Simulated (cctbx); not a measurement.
## What is wrong with this refinement?

Cell a = 11.7240 Å, b = 11.7240 Å, c = 12.7530 Å, α = 90.00°, β = 90.00°, γ = 90.00°; space group I-4 (no. 82).

The data are simulated with cctbx, not measured: synchrotron X-rays, λ = 0.6889 Å, to d = 0.65 Å, 50 % of the full sphere, strongest reflection 5000 counts, noise from counting, a 1.5 % proportional error and a noise floor of 8 counts (s.d.); no absorption.

An anisotropic refinement with weights 1/σ² prints:

```text
Rint 0.049, 3097 unique reflections to 0.65 A
cycle     R1     wR2    GooF  max shift (A)
   1  0.1762  0.3443   5.518   0.02466
   2  0.1751  0.3343   5.357   0.00026
final R1 0.1751 wR2 0.3343 GooF 5.357  parameters 58  data/parameter 53.4
atom        x        y        z      Ueq    occ   su(xyz)  su(Uiso or U11)
Tl1    0.33045  0.82149  0.33827   0.0023  1.000  0.00028  0.0011  NPD
Tl2    0.82936  0.65895  0.32703   0.0024  1.000  0.00029  0.0012
Tl3    0.50000  0.00000  0.25000   0.0024  1.000  0.00000  0.0013
Ta1    0.12697  0.38843  0.00516   0.0022  1.000  0.00030  0.0010  NPD
Cs1    0.00000  0.00000  0.00000  -0.0046  1.000  0.00000  0.0014  NPD
Te1    0.23359  0.55359  0.34091   0.0031  1.000  0.00052  0.0024  NPD
Te2    0.55273  0.77472  0.34460   0.0038  1.000  0.00051  0.0022  NPD
Te3    0.16585  0.20071  0.50104   0.0048  1.000  0.00056  0.0017
difference map: max 260.45 min -13.88 rms 4.35
Q1    0.0000  0.0000  0.3269    4  261.52  3.76 A from Te3
Q2    0.1793  0.3289  0.6728    8   25.68  0.14 A from Tl1
Q3    0.0207  0.6596  0.1705    8   23.43  1.24 A from Te1
Q4    0.1631  0.6734  0.1840    8   22.30  0.15 A from Tl2
Q5    0.0000  0.5000  0.7500    2   22.15  0.00 A from Tl3
Q6    0.9959  0.3377  0.8282    8   22.04  1.02 A from Te2
```

Q: Accept it or mend it, and why?

Mend it. The fault: an atom left out, Cs at (0, 0, 0.6739). Against the right model at the same level, R1 goes from 0.0323 to 0.1751 and GooF from 0.94 to 5.36, U of Cs1 shrinks from 0.0031 to -0.0046 Å², the top difference peak, 261.5 e/Å³, lies 3.76 Å from Te3 and Tl1, Ta1, Cs1, Te1 and Te2 go non-positive-definite. Q1 is the missing atom. With scattering power missing, scale and phases suffer, so peaks may also grow on the heavy atoms.

The compound is Cs3Ta4Tl9Te12. The right model at the same level gives:

```text
Rint 0.049, 3097 unique reflections to 0.65 A
cycle     R1     wR2    GooF  max shift (A)
   1  0.0324  0.0589   0.945   0.00061
   2  0.0323  0.0585   0.938   0.00000
final R1 0.0323 wR2 0.0585 GooF 0.938  parameters 63  data/parameter 49.2
atom        x        y        z      Ueq    occ   su(xyz)  su(Uiso or U11)
Tl1    0.33067  0.82131  0.33738   0.0033  1.000  0.00005  0.0002
Tl2    0.82936  0.65863  0.32715   0.0037  1.000  0.00005  0.0002
Tl3    0.50000  0.00000  0.25000   0.0031  1.000  0.00000  0.0002
Ta1    0.12718  0.38816  0.00444   0.0036  1.000  0.00006  0.0002
Cs1    0.00000  0.00000  0.67391   0.0032  1.000  0.00007  0.0005
Cs2    0.00000  0.00000  0.00000   0.0031  1.000  0.00000  0.0003
Te1    0.23452  0.55333  0.34200   0.0043  1.000  0.00008  0.0004
Te2    0.55354  0.77528  0.34288   0.0043  1.000  0.00008  0.0004
Te3    0.16564  0.20066  0.50089   0.0036  1.000  0.00009  0.0003
Flack x: 0.028(11)
Hooft y: 0.022(12)  Bijvoet pairs: 1386
difference map: max 3.21 min -3.07 rms 0.81
Q1    0.0128  0.6162  0.0076    8    3.39  1.64 A from Ta1
Q2    0.1651  0.2695  0.9710    8    3.33  1.52 A from Ta1
Q3    0.0127  0.6008  0.7485    8    3.15  1.19 A from Tl3
Q4    0.0497  0.6967  0.2362    8    3.13  1.54 A from Tl2
Q5    0.1842  0.7542  0.7632    8    3.05  1.31 A from Tl1
Q6    0.0225  0.2567  0.8979    8    3.01  0.82 A from Te2
```

The model is made up (kin elements in a known structure type, no relaxation), so it says nothing on whether the phase exists.

[Middle refinement cycles are left out of these outputs.]

[Logs are printed without paths, hosts, clocks, repeated set-up lines and the standing remarks that a program may print on its own settings, such as how far it seeks lower states.]
